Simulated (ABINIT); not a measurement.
# Quasiparticle gap of WS2 (Tungstenite) in ABINIT

Aim: the G0W0 gap of WS2 (Tungstenite) on PBEsol, step by step.

Method: PBEsol and many-body steps on it, plane waves, in ABINIT 10.8.3.

**1. Starting point**

The structure is hexagonal, space group P6_3/mmc (No. 194). Conventional cell: a = 3.153 Å, b = 3.153 Å, c = 12.323 Å, α = 90.00°, β = 90.00°, γ = 120.00°. W has 6 S at 2.40 Å nearest. S has 3 W at 2.40 Å nearest. Farther neighbours and most contacts between anions are not listed.

The cell and positions come from the Crystallography Open Database and are kept as given unless a step says otherwise. Spin-orbit coupling is left out unless a step names it.

**2. Ground state**

This step: ABINIT 10.8.3; DFT, PBEsol, plane waves, norm-conserving pseudopotentials.

The ground-state density comes first.

Input file run.abi:

```
acell 3*1.0 Angstrom
rprim 
  3.153199999992 0.000000000002 0.000000000000
  -1.576599999998 2.730751303206 0.000000000000
  0.000000000000 0.000000000000 12.323000000000
ntypat 2
znucl 74 16
natom 6
typat 1 1 2 2 2 2
xred 
  0.333333333333 0.666666666667 0.250000000000
  0.666666666667 0.333333333333 0.750000000000
  0.333333333333 0.666666666667 0.622500000000
  0.666666666667 0.333333333333 0.122500000000
  0.333333333333 0.666666666667 0.877500000000
  0.666666666667 0.333333333333 0.377500000000
pp_dirpath "pseudos"
pseudos "W.upf, S.upf"
ecut 31
ngkpt 6 6 2
nshiftk 1
shiftk 0 0 0
kptopt 1
chksymbreak 0
nband 33
occopt 1
tolvrs 1e-10
nstep 60
prtwf 0
indata_prefix "in"
outdata_prefix "out"
tmpdata_prefix "tmp"
```

Run with:

```console
> OMP_NUM_THREADS=1 mpirun -n 4 abinit run.abi > log
```

Numbers of over 12 decimals in the logs are rounded to 6 here.

Output:

```text
.Version 10.8.3 of ABINIT. v10.8.2 released Aug 2026.

 Symmetries : space group P6_3/m m c (#194); Bravais hP (primitive hexag.)
================================================================================
 Values of the parameters that define the memory need of the present run
     intxc =       0    ionmov =       0      iscf =       7    lmnmax =       8
     lnmax =       8     mgfft =     120  mpssoang =       4    mqgrid =    5837
     natom =       6  nloc_mem =       1    nspden =       1   nspinor =       1
    nsppol =       1      nsym =      24    n1xccc =    2501    ntypat =       2
    occopt =       1   xclevel =       2
-    mband =          33        mffmem =           1         mkmem =           4
       mpw =        5944          nfft =      108000          nkpt =          14
================================================================================
  Rough estimation (10% accuracy) of disk space for files :
================================================================================

--------------------------------------------------------------------------------
------------- Echo of variables that govern the present computation ------------
--------------------------------------------------------------------------------
 -outvars: echo values of preprocessed input variables --------
            acell      1.8897261259E+00  1.8897261259E+00  1.8897261259E+00 Bohr

      chksymbreak           0
             ecut      3.10000000E+01 Hartree
-          fftalg         312

              ixc     -116133
              kpt      0.00000000E+00  0.00000000E+00  0.00000000E+00
                       1.66666667E-01  0.00000000E+00  0.00000000E+00
                       3.33333333E-01  0.00000000E+00  0.00000000E+00
                       5.00000000E-01  0.00000000E+00  0.00000000E+00
                       1.66666667E-01  1.66666667E-01  0.00000000E+00
                       3.33333333E-01  1.66666667E-01  0.00000000E+00
                       3.33333333E-01  3.33333333E-01  0.00000000E+00
                       0.00000000E+00  0.00000000E+00  5.00000000E-01
                       1.66666667E-01  0.00000000E+00  5.00000000E-01
                       3.33333333E-01  0.00000000E+00  5.00000000E-01
                       5.00000000E-01  0.00000000E+00  5.00000000E-01
[...]
kptrlatt        6    0    0      0    6    0      0    0    2
          kptrlen      3.57521065E+01
P           mkmem           4
            natom           6
            nband          33
            ngfft          30      30     120
             nkpt          14
            nstep          60
             nsym          24
           ntypat           2
              occ      2.000000  2.000000  2.000000  2.000000  2.000000  2.000000
                       2.000000  2.000000  2.000000  2.000000  2.000000  2.000000
                       2.000000  2.000000  2.000000  2.000000  2.000000  2.000000
                       2.000000  2.000000  2.000000  2.000000  2.000000  2.000000
                       2.000000  2.000000  0.000000  0.000000  0.000000  0.000000
[...]
prtwf           0
            rprim      3.1532000000E+00  2.0000000000E-12  0.0000000000E+00
[...]
spgroup         194

           tolvrs      1.00000000E-10

             xred      3.3333333333E-01  6.6666666667E-01  2.5000000000E-01
[...]
znucl       74.00000   16.00000

================================================================================

 chkinp: Checking input parameters for consistency.

================================================================================
== DATASET  1 ==================================================================
-   mpi_nproc: 4, omp_nthreads: 1 (-1 if OMP is not activated)

--- !DatasetInfo
iteration_state: {dtset: 1, }
dimensions: {natom: 6, nkpt: 14, mband: 33, nsppol: 1, nspinor: 1, nspden: 1, mpw: 5944, }
cutoff_energies: {ecut:  31.0, pawecutdg:  -1.0, }
electrons: {nelect:   5.20000000E+01, charge:   0.00000000E+00, occopt:   1.00000000E+00, tsmear:   1.00000000E-02, }

 Real(R)+Recip(G) space primitive vectors, cartesian coordinates (Bohr,Bohr^-1):
 R(1)=  5.9586844  0.0000000  0.0000000  G(1)=  0.1678223  0.0968922  0.0000000
 R(2)= -2.9793422  5.1603721  0.0000000  G(2)=  0.0000000  0.1937845  0.0000000
 R(3)=  0.0000000  0.0000000 23.2870950  G(3)=  0.0000000  0.0000000  0.0429422
 Unit cell volume ucvol=  7.1605555E+02 bohr^3
 Angles (23,13,12)=  9.00000000E+01  9.00000000E+01  1.20000000E+02 degrees

 getcut: wavevector=  0.0000  0.0000  0.0000  ngfft=  30  30 120
         ecut(hartree)=     31.000   => boxcut(ratio)=   2.01023

--- Pseudopotential description ------------------------------------------------
- W Generated using ONCVPSP code by D. R. Hamann
- 74.00000  14.00000  180301                  znucl, zion, pspdat
12 -116133 3 -1 1396                          pspcod,pspxc,lmax,lloc,mmax
     nproj     2     2     2     2
  pspatm : epsatm=   11.51367016
         --- l  ekb(1:nproj) -->
[...]
pspatm: atomic psp has been read  and splines computed

- S Generated using ONCVPSP code by D. R. Hamann
- 16.00000   6.00000  180301                  znucl, zion, pspdat
[...]
ETOT  8  -195.92934843387    -1.296E-09 5.306E-04 1.864E-06
 ETOT  9  -195.92934843407    -2.001E-10 2.928E-04 9.256E-08
 ETOT 10  -195.92934843408    -1.026E-11 6.341E-04 4.446E-09
 ETOT 11  -195.92934843408     1.023E-12 2.018E-04 3.334E-10
 ETOT 12  -195.92934843409    -5.599E-12 6.740E-04 1.200E-12

 At SCF step   12       vres2   =  1.20E-12 < tolvrs=  1.00E-10 =>converged.

 Cartesian components of stress tensor (hartree/bohr^3)
  sigma(1 1)=  3.62550091E-05  sigma(3 2)=  0.00000000E+00
  sigma(2 2)=  3.62550091E-05  sigma(3 1)=  0.00000000E+00
  sigma(3 3)=  2.04722879E-05  sigma(2 1)=  0.00000000E+00

--- !ResultsGS
iteration_state: {dtset: 1, }
comment   : Summary of ground state results
lattice_vectors:
- [  5.9586844,   0.0000000,   0.0000000, ]
- [ -2.9793422,   5.1603721,   0.0000000, ]
- [  0.0000000,   0.0000000,  23.2870950, ]
lattice_lengths: [   5.95868,    5.95868,   23.28710, ]
lattice_angles: [ 90.000,  90.000, 120.000, ] # degrees, (23, 13, 12)
lattice_volume:   7.1605555E+02
convergence: {deltae: -5.599E-12, res2:  1.200E-12, residm:  6.740E-04, diffor: null, }
etotal    :  -1.95929348E+02
entropy   :   0.00000000E+00
fermie    :   3.47826546E-01
cartesian_stress_tensor: # hartree/bohr^3
- [  3.62550091E-05,   0.00000000E+00,   0.00000000E+00, ]
- [  0.00000000E+00,   3.62550091E-05,   0.00000000E+00, ]
- [  0.00000000E+00,   0.00000000E+00,   2.04722879E-05, ]
pressure_GPa:  -9.1188E-01
xred      :
- [  3.3333E-01,   6.6667E-01,   2.5000E-01,  W]
- [  6.6667E-01,   3.3333E-01,   7.5000E-01,  W]
- [  3.3333E-01,   6.6667E-01,   6.2250E-01,  S]
- [  6.6667E-01,   3.3333E-01,   1.2250E-01,  S]
- [  3.3333E-01,   6.6667E-01,   8.7750E-01,  S]
- [  6.6667E-01,   3.3333E-01,   3.7750E-01,  S]
cartesian_forces: # hartree/bohr
- [  4.70714436E-31,   7.88124608E-30,  -0.00000000E+00, ]
- [ -5.17785879E-30,  -2.14696014E-29,  -1.80669085E-31, ]
- [ -2.35357218E-30,   2.25566698E-29,   2.85356301E-03, ]
- [  8.94357428E-30,  -2.31002040E-29,   2.85356301E-03, ]
- [ -2.35357218E-30,  -3.61450251E-29,  -2.85356301E-03, ]
- [  4.70714436E-31,   5.02769146E-29,  -2.85356301E-03, ]
force_length_stats: {min:   7.89529048E-30, max:   2.85356301E-03, mean:   1.90237534E-03, }

 Integrated electronic density in atomic spheres:
 ------------------------------------------------
 Atom  Sphere_radius  Integrated_density
[...]
================================================================================

 ----iterations are completed or convergence reached----

 Mean square residual over all n,k,spin=   32.985E-07; max=  67.401E-05
 reduced coordinates (array xred) for    6 atoms
[...]
0.666666666667      0.333333333333      0.750000000000
       0.333333333333      0.666666666667      0.622500000000
       0.666666666667      0.333333333333      0.122500000000
       0.333333333333      0.666666666667      0.877500000000
       0.666666666667      0.333333333333      0.377500000000
 rms dE/dt=  3.1325E-02; max dE/dt=  6.6451E-02; dE/dt below (all hartree)
    1       0.000000000000     -0.000000000000      0.000000000000
    2       0.000000000000      0.000000000000      0.000000000000
    3       0.000000000000     -0.000000000000     -0.066451193043
    4      -0.000000000000      0.000000000000     -0.066451193043
    5       0.000000000000      0.000000000000      0.066451193043
    6       0.000000000000     -0.000000000000      0.066451193043

 cartesian coordinates (angstrom) at end:
    1     -1.33e-12     1.820501     3.080750
    2      1.576600     0.910250     9.242250
    3     -1.33e-12     1.820501     7.671068
    4      1.576600     0.910250     1.509567
[...]
cartesian forces (hartree/bohr) at end:
[...]
frms,max,avg= 1.3451825E-03 2.8535630E-03   0.000E+00  0.000E+00  0.000E+00 h/b

 cartesian forces (eV/Angstrom) at end:
[...]
2     -0.000000    -0.000000    -0.000000
    3     -0.000000     0.000000     0.146736
    4      0.000000    -0.000000     0.146736
    5     -0.000000    -0.000000    -0.146736
    6      0.000000     0.000000    -0.146736
 frms,max,avg= 6.9172065E-02 1.4673611E-01   0.000E+00  0.000E+00  0.000E+00 e/A
 length scales=  1.889726125908  1.889726125908  1.889726125908 bohr
              =  1.000000000000  1.000000000000  1.000000000000 angstroms
 prteigrs : about to open file out_EIG
 Fermi (or HOMO) energy (hartree) =   0.34783   Average Vxc (hartree)=  -0.41772
 Eigenvalues (hartree) for nkpt=  14  k points:
 kpt#   1, nband= 33, wtk=  0.01389, kpt=  0.0000  0.0000  0.0000 (reduced coord)
  -2.39305   -2.39305   -1.07992   -1.07991   -1.07273   -1.07273   -1.07273   -1.07273
  -0.22663   -0.21799   -0.16946   -0.15295    0.06552    0.10502    0.20518    0.21990
   0.21990    0.22041    0.22041    0.26565    0.26565    0.26762    0.26762    0.29311
   0.30155    0.34783    0.43249    0.43256    0.43285    0.43359    0.43506    0.43807
   0.44206
 prteigrs : prtvol=0 or 1, do not print more k-points.

--- !EnergyTerms
iteration_state     : {dtset: 1, }
comment             : Components of total free energy in Hartree
kinetic             :  5.62119790758246E+01
hartree             :  5.11950838890020E+01
xc                  : -4.56299852330600E+01
Ewald energy        : -1.20345391836037E+02
psp_core            :  4.20477196747629E+00
local_psp           : -1.72934273533381E+02
non_local_psp       :  3.13684672360857E+01
total_energy        : -1.95929348434089E+02
total_energy_eV     : -5.33150917716340E+03
band_energy         : -1.80219338577806E+01

 Cartesian components of stress tensor (hartree/bohr^3)
  sigma(1 1)=  3.62550091E-05  sigma(3 2)=  0.00000000E+00
  sigma(2 2)=  3.62550091E-05  sigma(3 1)=  0.00000000E+00
  sigma(3 3)=  2.04722879E-05  sigma(2 1)=  0.00000000E+00

-Cartesian components of stress tensor (GPa)         [Pressure= -9.1188E-01 GPa]
- sigma(1 1)=  1.06665919E+00  sigma(3 2)=  0.00000000E+00
- sigma(2 2)=  1.06665919E+00  sigma(3 1)=  0.00000000E+00
- sigma(3 3)=  6.02315505E-01  sigma(2 1)=  0.00000000E+00

== END DATASET(S) ==============================================================
================================================================================

 -outvars: echo values of variables after computation  --------
           etotal     -1.9592934843E+02
            nband          33
             nkpt          14
          spgroup         194
 [... the other variables as echoed above ...]

 Calculation completed.
```

It took 42 s on 4 MPI ranks of Arm Neoverse V1, shared host; peak memory 0.37 GiB; 2.8 min of CPU time.

Numbers from this step:

| Item | Value |
| --- | --- |
| total energy | -5331.5092 eV |
| gap | 0.9350 eV |
| k of the valence top | 0, 0, 0 |
| k of the conduction bottom | 0.1667, 0.1667, 0 |
| least direct gap | 1.822 eV |
| pressure | -0.9119 GPa |

The gap is indirect, with the least direct gap 0.89 eV higher.

The cutoff was set for levels, not for stress, so the pressure can be off by some GPa.

(Part 1 of 3 ends here.)

[Paths, hosts, dates, memory and timing lines, banners, echoed tables and standing remarks are left out of the program output.]

[Logs are printed without paths, hosts, clocks, repeated set-up lines and the standing remarks that a program may print on its own settings, such as how far it seeks lower states.]

[Runs of the session that timed out or met a known fault of the program may be left out.]

[Hosts, paths, dates, database ids (printed as entryN), source tags and the programs' standing remarks are cut or masked in the printed files.]

[G0W0 gaps are taken among the corrected bands and points alone; a level outside them can change the order at an edge.]

[Where Ansatz stands beside ABINIT at settings called matched, ABINIT's density can come from a denser mesh and the files from another edition; pairs whose starting gaps differed by over 0.03 eV were left out, so agreement reads better than it is.]
